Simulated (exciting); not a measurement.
Two BSE runs for the Al K edge of Al2O3 (Corundum), space group R-3c. Run A: exciting, all-electron LAPW+lo, PBE, exchange and screened direct term (singlet BSE), 3×3×3 shifted k points, 30 conduction bands, |G+q| up to 3 bohr⁻¹, full RPA screening with nempty = 58, Lorentzian half width 0.45 eV. Run B differs in one setting: k mesh, kernel cutoff, basis, band set, screening or width.

Energy from the Kohn–Sham onset, core level to the lowest empty state found on the meshes used; one zero for both, scaled to A's maximum:

```csv
E (eV),A,B
-4.5,0.01,0.00
-4.0,0.01,0.00
-3.5,0.02,0.00
-3.0,0.02,0.01
-2.5,0.03,0.01
-2.0,0.03,0.01
-1.5,0.05,0.01
-1.0,0.07,0.02
-0.5,0.11,0.03
0.0,0.21,0.07
0.5,0.46,0.33
1.0,0.92,1.80
1.5,0.89,1.31
2.0,0.53,0.43
2.5,0.39,0.29
3.0,0.37,0.40
3.5,0.36,0.31
4.0,0.38,0.38
4.5,0.40,0.40
5.0,0.42,0.46
5.5,0.40,0.44
6.0,0.35,0.34
6.5,0.33,0.36
7.0,0.29,0.37
7.5,0.19,0.13
8.0,0.15,0.11
8.5,0.16,0.15
9.0,0.17,0.16
9.5,0.18,0.22
10.0,0.15,0.15
10.5,0.14,0.15
11.0,0.12,0.11
11.5,0.12,0.11
12.0,0.12,0.10
12.5,0.13,0.15
13.0,0.12,0.14
13.5,0.10,0.08
14.0,0.09,0.08
```

Q: Which is the likeliest?

The half width (eV) from 0.45 to 0.11. Against run A the r.m.s. difference is 43 %. The highest maximum lies at 1.1 eV (2.15), against 1.2 eV (1.00). Only the width of each line changes; the area stays. A table step wider than the lines misses their tops. Other settings could leave a like mark; this is the change that was made.

[Banner, clock and machine lines of the logs are left out without a mark of their own.]

[Logs are printed without paths, hosts, clocks, repeated set-up lines and the standing remarks that a program may print on its own settings, such as how far it seeks lower states.]

[Hosts, paths, dates, database ids (printed as entryN), source tags and the programs' standing remarks are cut or masked in the printed files.]
